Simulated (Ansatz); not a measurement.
# ScCd (Pm-3m): phonons and vibrational spectra, part 2 of 2

Wanted: vibrations and spectra of ScCd (Pm-3m); the cell is already relaxed. After the zone centre comes a 4×4×4 q mesh on a 12×12×12 k mesh.

Ansatz 0.2.0; DFT PBEsol, scalar-relativistic, plane waves, PAW; PAW set soft_1.

So far. Step 2 (Linear response at the zone centre): Before it was imposed, the acoustic sum rule was missed by 2.9e-5 eV/Å². Small misses are needed for a sound result but don't prove that mesh and cutoff are converged. The lowest optical mode is real, 176 cm⁻¹.

## (3) The dispersion

Stability and thermal properties need the whole zone. Linear response on a 4×4×4 q mesh gives force constants as far as a supercell of that size would.

Contents of input.yaml:

```yaml
crystal:
  lattice:
    - [3.485384078, 0.0, 0.0]
    - [0.0, 3.485384078, 0.0]
    - [0.0, 0.0, 3.485384078]
  atoms:
    - { symbol: Sc, position: [0.5, 0.5, 0.5] }
    - { symbol: Cd, position: [0.0, 0.0, 0.0] }
kpoints:
  mp_grid: { grid: [12, 12, 12] }
hamiltonian:
  xc: pbesol
  pseudopotentials: { kind: paw, azcp: { folder: soft_1 }, xc_functional: pbe }
scf:
  occupations: { method: methfessel_paxton, width: 0.2 }
output:
  eigenvalues: true
phonons:
  method: dfpt
  qmesh: [4, 4, 4]
  temperatures: { t_max: 1000, t_step: 50 }
  qpath:
    path:
      - [[0.0, 0.0, 0.0], [0.0, 0.5, 0.0], [0.5, 0.5, 0.0], [0.0, 0.0, 0.0], [0.5, 0.5, 0.5], [0.0, 0.5, 0.0]]
      - [[0.5, 0.5, 0.5], [0.5, 0.5, 0.0]]
    npoints: 10
```

Run with:

```bash
$ ansatz run input.yaml --threads 4 --pin off --max-ram 10240MiB --backend cpu --events-out ev --progress --plain --runs-dir out
```

Numbers of over 12 decimals in the logs are rounded to 6 here.

The log of the run:

```text
[...]
Crystal: 2 atoms, lattice volume = 42.340 Å³
Basis set: ecut = 420 eV, 799 PW (Γ), exchange–correlation on 48×48×48 points (8 copies of the dense FFT grid, shifted against one another)
Bands: 20, of which v1, the nominal top of the filled ones, is band 16 counted from 1 (15 counted from 0)
Symmetry: 48 space group operations
k-points: 84 of 1728
[...]
SCF iter   1: F=—  HF=-10296.930193 eV  |F-HF|=—  |Δ(HF+E_count)|=         —  Δρ=6.80e-2  dr2=2.70e0  ethr=3.10e-3  ⟨swp⟩=4.0  Hψ=6016  notcnv=0
[...]
SCF iter  11: F=-10296.161426 eV  HF=-10296.161426 eV  |F-HF|=0.00e0  |Δ(HF+E_count)|=  3.64e-12  S|Δr|=    0.00e0  Δρ=4.42e-8  dr2=7.96e-13  ethr=1.00e-12  ⟨swp⟩=4.6  Hψ=5584  notcnv=0
SCF 1 converged in 11 iterations: F = -10296.161426 eV  dr2 = 7.96e-13
[...]
phonons: the bands overlap, so this run is a metal and interpolates without the dipole-dipole term. If the crystal is really an insulator or semiconductor, its LO-TO splitting is missing
NSCF: frozen V_eff on 84 k-points
[...]
DFPT response loops at q = (0, 0, 0) (fractional): preconditioner auto → Kerker (q_TF=auto, 2.590 Å⁻¹) (partly filled bands, converged f_vac=0.000); β = 1.00, the filter's whole step (`scf.mixing.beta` (0.50) is not read by the response loops under this deck's `scf.mixing.preconditioner`; to damp them name `kerker` or `kerker_dos`, under which they read `scf.mixing.beta`, and type it under 1.00, their step now; both keys bind the ground state too); Broyden in place of MSR1
[...]
SCF converged after 11 iterations
[...]
Free energy (F): -10296.161426 eV
[...]
Internal energy: -10296.160188 eV  (E = F + TS)
E sigma→0 (E₀):  -10296.161116 eV
Entropy (-TS):   -0.001237 eV (-0.619 meV/atom)
Fermi energy:    12.873520 eV
[...]
--- Band table (eV; the first three rows and the last of 84) ---
  k-point 0: bands = [... 12 lower, 4.4823, 5.3858, 13.0381, 13.0381, 15.3965, 15.3965, 15.3965, 17.9343]
  k-point 1: bands = [... 12 lower, 4.4850, 5.4856, 12.9997, 13.0371, 15.2117, 15.2117, 15.3900, 17.4677]
  k-point 2: bands = [... 12 lower, 4.4926, 5.7866, 12.7918, 13.0344, 14.8235, 14.8235, 15.3723, 16.6163]
  k-point 83: bands = [... 12 lower, 4.7946, 11.2938, 11.2938, 11.2938, 14.2316, 16.0365, 16.0365, 17.5685]
--- Phonons (Γ-DFPT): 2 representative perturbations + reference (Σ response iterations 6) ---
  ASR residual: 3.436e-5 → 0.000e0 eV/Å²; symmetrization residual: 1.197e-5 eV/Å²
  ASR residual per site (eV/Å²): 3.44e-5 2.05e-5
  Γ frequencies (cm⁻¹): 0.00 0.00 0.00 176.50 176.50 176.50
--- Phonons (arbitrary-q DFPT): 10 irreducible q on the 4×4×4 mesh ---
  q = [0.0000, 0.0000, 0.0000] (star 1, of the zone-centre solve; hermiticity 6.51e-6, symmetrization 5.24e-12): -0.00 -0.00 0.00 176.50 176.50 176.50
  q = [0.0000, 0.0000, 0.2500] (star 6, 4 solved perturbations in 1848 linear systems a pass and spin channel, the states on 588 of 1728 k-point pairs; hermiticity 3.77e-6, symmetrization 3.66e-12): 67.66 67.66 77.92 170.40 170.40 189.12
[...]
q = [0.0000, 0.2500, -0.5000] (star 12, 6 solved perturbations on 588 of 1728 k-point pairs; hermiticity 4.02e-6, symmetrization 4.17e-7): 62.39 72.69 97.99 147.13 195.73 204.87
[...]
sum rule: each row above includes the acoustic sum rule's correction from the zone centre's row sums; it moved no ω² by more than (0.46 cm⁻¹)²
  mesh force constants: q→R imaginary residual 3.42e-18; ASR residual 3.436e-5 → 0.000e0 eV/Å²; symmetrization residual 2.665e-15 eV/Å²
  interpolated dispersion: 62 rows × 6 modes
  density of states and harmonic sums: on the 20×20×20 q-mesh, interpolated from the force constants of a 4×4×4 supercell (no non-analytic term)
  largest difference from the sums on the solved wave vectors: F 1.25e-2 eV, S 1.65e-5 and C_V 4.01e-6 eV/K
  zero-point energy: 0.048311 eV/cell   skipped modes (ω ≤ 0): 3   left out of the sums: 6.25e-5 of the cell's modes: C_V's classical limit lies that fraction below 3 k_B per atom; for a crystal, a wire or a layer, F and S can be off by more, and a phonons.interpolated_qmesh denser along its periods is the remedy for the sampling
```

Wall time 6.3 min (4 threads of Arm Neoverse V1, shared host); peak memory 2.2 GiB.

This step gave:

```
sum-rule residual before enforcement                       : 3.44e-5 eV/Å²
lowest frequency on the path                               : 0 cm⁻¹
highest frequency on the path or at a solved wavevector    : 219.6 cm⁻¹
mean frequency                                             : 129.9 cm⁻¹
Debye temperature (second moment)                          : 265 K
logarithmic mean frequency                                 : 114.8 cm⁻¹
lowest mode on the q mesh (acoustic modes at Γ apart)      : 30.97 cm⁻¹
zero-point energy per atom                                 : 24.16 meV
heat capacity at 300 K                                     : 24.01 J/(mol atoms K)
vibrational entropy at 300 K                               : 40.31 J/(mol atoms K)
edges of the widest gap between branches, on path and mesh : 100.9, 125.5 cm⁻¹
```

Frequencies (cm⁻¹) solved at each irreducible wavevector; negative means imaginary. Frequencies by wavevector, by row:

```
q in reciprocal lattice units  star  mode 1  mode 2  mode 3  mode 4  mode 5  mode 6
                        0 0 0     1       0       0       0   176.5   176.5   176.5
                     0 0 0.25     6    67.7    67.7    77.9   170.4   170.4   189.1
                     0 0 -0.5     3    96.8    97.2    97.2   165.6   165.6   201.4
                  0 0.25 0.25    12    37.6    82.8    97.9     160     183   199.5
                  0 0.25 -0.5    12    62.4    72.7      98   147.1   195.7   204.9
                  0 -0.5 -0.5     3      31      31    98.3   125.5   219.6   219.6
               0.25 0.25 0.25     8      74      74    83.9   177.9   192.1   192.1
               0.25 0.25 -0.5    12    50.5    74.3    99.9   184.3   185.5   203.2
               0.25 -0.5 -0.5     6    66.6    66.6   100.4   172.8   204.6   204.6
               -0.5 -0.5 -0.5     1    91.2    91.2    91.2   191.6   191.6   191.6
```

Interpolated from a 4×4×4 q mesh. The phonon branches at the labelled points (cm⁻¹):

```
    point  branch 1  branch 2  branch 3  branch 4  branch 5  branch 6
        Γ         0         0         0       176       176       176
  halfway        68        68        78       170       170       189
        X        97        97        97       166       166       201
  halfway        62        73        98       147       196       205
        M        31        31        98       126       220       220
  halfway        38        83        98       160       183       200
        Γ         0         0         0       176       176       176
  halfway        74        74        84       178       192       192
        R        91        91        91       192       192       192
  halfway        50        74       100       184       186       203
        X        97        97        97       166       166       201
jump to R        91        91        91       192       192       192
  halfway        67        67       100       173       205       205
        M        31        31        98       126       220       220
```

The phonon branches as a text plot (rows in cm⁻¹):

```
    215 |            *****                                    ***
    206 |       *  ***    ***                      ***   *   *
    197 |    *** **          **          *****  ***   *** ***
    188 |   *      *       **  *     ******* ********     **
    178 |***      *          ** *****   *            **     *
    169 |   ******            **    ****              ****   *
    160 |         *          *
    151 |          *       **                                 *
    142 |           *     *                                    *
    133 |            **  *                                      *
    124 |              **
    114 |
    105 |
     96 |      ************  **      ***        *****************
     87 |    **   *        *** *        *  *******    **  *
     78 |   **    **      *         *   *** *     **** *   **
     69 |   *      *          *        * ***      *   *      *
     59 |           *    *     **                  *
     50 |  *        **               **             **        *
     41 | **         ** *  ***  *  *                           *
     32 | *            ****   ** *  *                           *
     23 |*                      **
     14 |*                       * *
      5 |                         *
         Γ      X      M          Γ            R        X|R     M
```

The phonon density of states has structure finer than the step of the table below, so its rows give means over 5 cm⁻¹, whole bins alone (the curve runs from 1 to 221 cm⁻¹). Peaks (cm⁻¹: height): 97.0: 0.154, 167.0: 0.0697, 201.0: 0.111.

Tetrahedra on a 20×20×20 mesh, mean over bins of 2 cm-1. Interpolated from a 4×4×4 q mesh. The phonon density of states by wavenumber; means over each step:

```
wavenumber (cm⁻¹)  phonon density of states (1/cm⁻¹/cell)
                5                                  3.2e-5
               10                                  2.0e-4
               15                                  5.3e-4
               20                                 0.00120
               25                                 0.00186
               30                                 0.00352
               35                                  0.0111
               40                                  0.0205
               45                                  0.0268
               50                                  0.0370
               55                                  0.0431
               60                                  0.0372
               65                                  0.0358
               70                                  0.0380
               75                                  0.0451
               80                                  0.0414
               85                                  0.0408
               90                                  0.0465
               95                                   0.101
              100                                  0.0673
              105                                  8.1e-4
              110                                       0
              115                                       0
              120                                       0
              125                                  2.7e-4
              130                                 0.00217
              135                                 0.00392
              140                                 0.00571
              145                                 0.00780
              150                                  0.0106
              155                                  0.0147
              160                                  0.0216
              165                                  0.0448
              170                                  0.0523
              175                                  0.0472
              180                                  0.0411
              185                                  0.0417
              190                                  0.0477
              195                                  0.0616
              200                                  0.0905
              205                                  0.0615
              210                                  0.0288
              215                                  0.0139
```

The partial phonon density of states has structure finer than the step of the table below, so its rows give means over 10 cm⁻¹, whole bins alone (the curve runs from -10 to 236 cm⁻¹). Peaks (cm⁻¹: height): Cd 96.6: 0.112; Sc 167.7: 0.0512, 200.1: 0.0816.

Phonopy on the run's constants, 17x17x17 mesh, Gaussian sigma 2.0 cm-1. Interpolated from a 4×4×4 q mesh. Table of partial phonon density of states by wavenumber; means over each step; values in 1/cm⁻¹/cell:

```
wavenumber (cm⁻¹)       Cd       Sc
                0   4.2e-5   1.8e-5
               10   2.0e-4   7.6e-5
               20  0.00104   3.9e-4
               30  0.00391  0.00109
               40   0.0164  0.00402
               50   0.0288  0.00645
               60   0.0311  0.00621
               70   0.0339  0.00543
               80   0.0373  0.00446
               90   0.0527  0.00289
              100   0.0626   7.4e-4
              110   1.7e-4   4.5e-7
              120        0   8.0e-5
              130   1.2e-5  0.00243
              140   1.1e-4  0.00565
              150   4.6e-4   0.0103
              160  0.00169   0.0227
              170  0.00510   0.0455
              180  0.00476   0.0374
              190  0.00532   0.0441
              200  0.00891   0.0687
              210  0.00466   0.0273
              220   7.4e-4  0.00385
              230        0   7.0e-7
```

Second derivatives of the energy by pair, one row for each kind of neighbour of each atom listed. Each entry sums the pair over the periodic images of the supercell that the q mesh stands for, and in a polar crystal it holds the long-range dipole part too. Force constants by pair, by row:

```
atom  neighbour  distance (Å)  third of the trace (eV/Å²)  along the pair's line (eV/Å²)
 Sc1     itself             0                       5.159                              –
 Sc1         Cd         3.018                     -0.4479                         -1.556
 Sc1         Sc         3.485                     -0.1633                        -0.6181
 Sc1         Sc         4.929                     -0.0127                         0.0635
 Sc1         Cd          5.78                     -0.0031                        3.00e-4
 Sc1         Sc         6.037                     -0.0348                        -0.1095
 Sc1         Sc         6.971                     -0.0065                        -0.1083
 Cd2     itself             0                       3.872                              –
 Cd2         Sc         3.018                     -0.4479                         -1.556
 Cd2         Cd         3.485                      0.0223                         0.0863
 Cd2         Cd         4.929                     -0.0086                         -0.011
 Cd2         Sc          5.78                     -0.0031                        3.00e-4
 Cd2         Cd         6.037                     -0.0022                        -0.0105
 Cd2         Cd         6.971                     -0.0447                        -0.1562
```

Harmonic thermodynamic functions per atom, from the density of states. Interpolated from a 4×4×4 q mesh. Thermodynamic functions, by row:

```
T (K)  F_vib (meV/atom)  S (J/mol-atom/K)  C_V (J/mol-atom/K)
    0             24.16                 0                   0
   50             23.11             6.134               10.38
  100             17.27              16.2               18.41
  200             -7.67             30.77               22.93
  300             -44.8             40.31               24.01
  400            -90.35             47.28               24.41
  500            -142.3             52.75                24.6
  600            -199.3             57.24                24.7
  700            -260.7             61.05               24.77
  800            -325.7             64.36               24.81
  900              -394             67.29               24.83
 1000            -465.1              69.9               24.86
```

Harmonic mean-square displacement, third of the trace. Interpolated from a 4×4×4 q mesh. Mean square displacements, by row:

```
T (K)  Sc1 U_eq (Å²)  Cd2 U_eq (Å²)
    0        0.00254        0.00201
  100        0.00425        0.00482
  300        0.01059        0.01355
  600        0.02074        0.02692
```

Symmetry leaves 10 wavevectors to solve. The lowest mode among them, the acoustic zeros apart, lies at q = (0, -0.5, -0.5) and is real, 31.0 cm⁻¹.

## (4) Another isotope

An isotope changes the mass and not the force constants, so no new electronic calculation is needed; the shifts show which modes move this element.

The same force constants with the mass of Cd changed from 112.414 to 115.905 u (phonopy, no LO-TO term). Both lists are sorted by frequency; levels can cross, so a row need not hold one and the same mode. Modes under 3 cm⁻¹ are left out. Isotope shifts, by row:

```
          q  rank  natural mass (cm⁻¹)  changed mass (cm⁻¹)
      0 0 0     4                176.5                175.7
      0 0 0     5                176.5                175.7
      0 0 0     6                176.5                175.7
   0 0 0.25     1                67.66                66.83
   0 0 0.25     2                67.66                66.83
   0 0 0.25     3                77.92                76.89
   0 0 0.25     4                170.4                169.9
   0 0 0.25     5                170.4                169.9
   0 0 0.25     6                189.1                188.8
   0 0 -0.5     1                96.77                 95.3
   0 0 -0.5     2                97.24                95.76
   0 0 -0.5     3                97.24                95.76
   0 0 -0.5     4                165.6                165.6
   0 0 -0.5     5                165.6                165.6
   0 0 -0.5     6                201.4                201.4
0 0.25 0.25     1                37.62                37.17
0 0.25 0.25     2                82.85                81.76
0 0.25 0.25     3                97.88                 96.4
0 0.25 0.25     4                  160                159.7
0 0.25 0.25     5                  183                  183
0 0.25 0.25     6                199.5                198.8
```

A mode of this element alone would shift by -1.52 %. The highest zone-centre frequency without the field goes from 176.5 to 175.7 cm⁻¹ (-0.4 %). The product of the frequency ratios over all optical modes at Γ is 0.987; the product rule, (m/m′)^(3k/2) (M′/M)^(3/2) with k = 1 such atoms and M the mass of the cell, gives 0.987.

## (5) Results

| Property | Result |
| --- | --- |
| space group (within 0.01 Å) | Pm-3m |
| volume per atom | 21.2 Å³ |
| electronic character | no gap on this mesh |
| highest optical mode at the zone centre (no LO-TO term) | 176 cm⁻¹ |
| lowest optical zone-centre mode | 176 cm⁻¹ |
| lowest mode on the q mesh (acoustic modes at Γ apart) | 31.0 cm⁻¹ |
| highest frequency on the path or at a solved wavevector | 220 cm⁻¹ |
| zero-point energy per atom | 24.2 meV |
| heat capacity at 300 K | 24.0 J/(mol atoms K) |
| vibrational entropy at 300 K | 40.3 J/(mol atoms K) |
| Debye temperature (second moment) | 265 K |
| imaginary modes on the 4×4×4 q mesh | none |

**Reading.** The structure is a minimum as far as tested: no mode is imaginary at the 10 irreducible wavevectors of the 4×4×4 mesh, and the softest away from the acoustic zeros lies at 31 cm⁻¹. The optical modes at Γ form one degenerate level at 176 cm⁻¹. The highest mode in this list at Γ, 176.5 cm⁻¹, is mostly motion of Sc (71 % of the kinetic energy). On the path and the mesh, the widest gap between branches runs from 101 to 126 cm⁻¹. With no gap, or one that is small against the smearing, the frequencies hang on the k mesh and the smearing, most of all near Kohn anomalies. The phonon runs are without spin polarisation, although the cell has an odd electron count. The PAW files were made for PBE and serve the other functionals too. These are harmonic frequencies at zero temperature: anharmonic shifts, linewidths and thermal expansion are left out.

[Logs are printed without paths, hosts, clocks, repeated set-up lines and the standing remarks that a program may print on its own settings, such as how far it seeks lower states.]

[Hosts, paths, dates, database ids (printed as entryN), source tags and the programs' standing remarks are cut or masked in the printed files.]
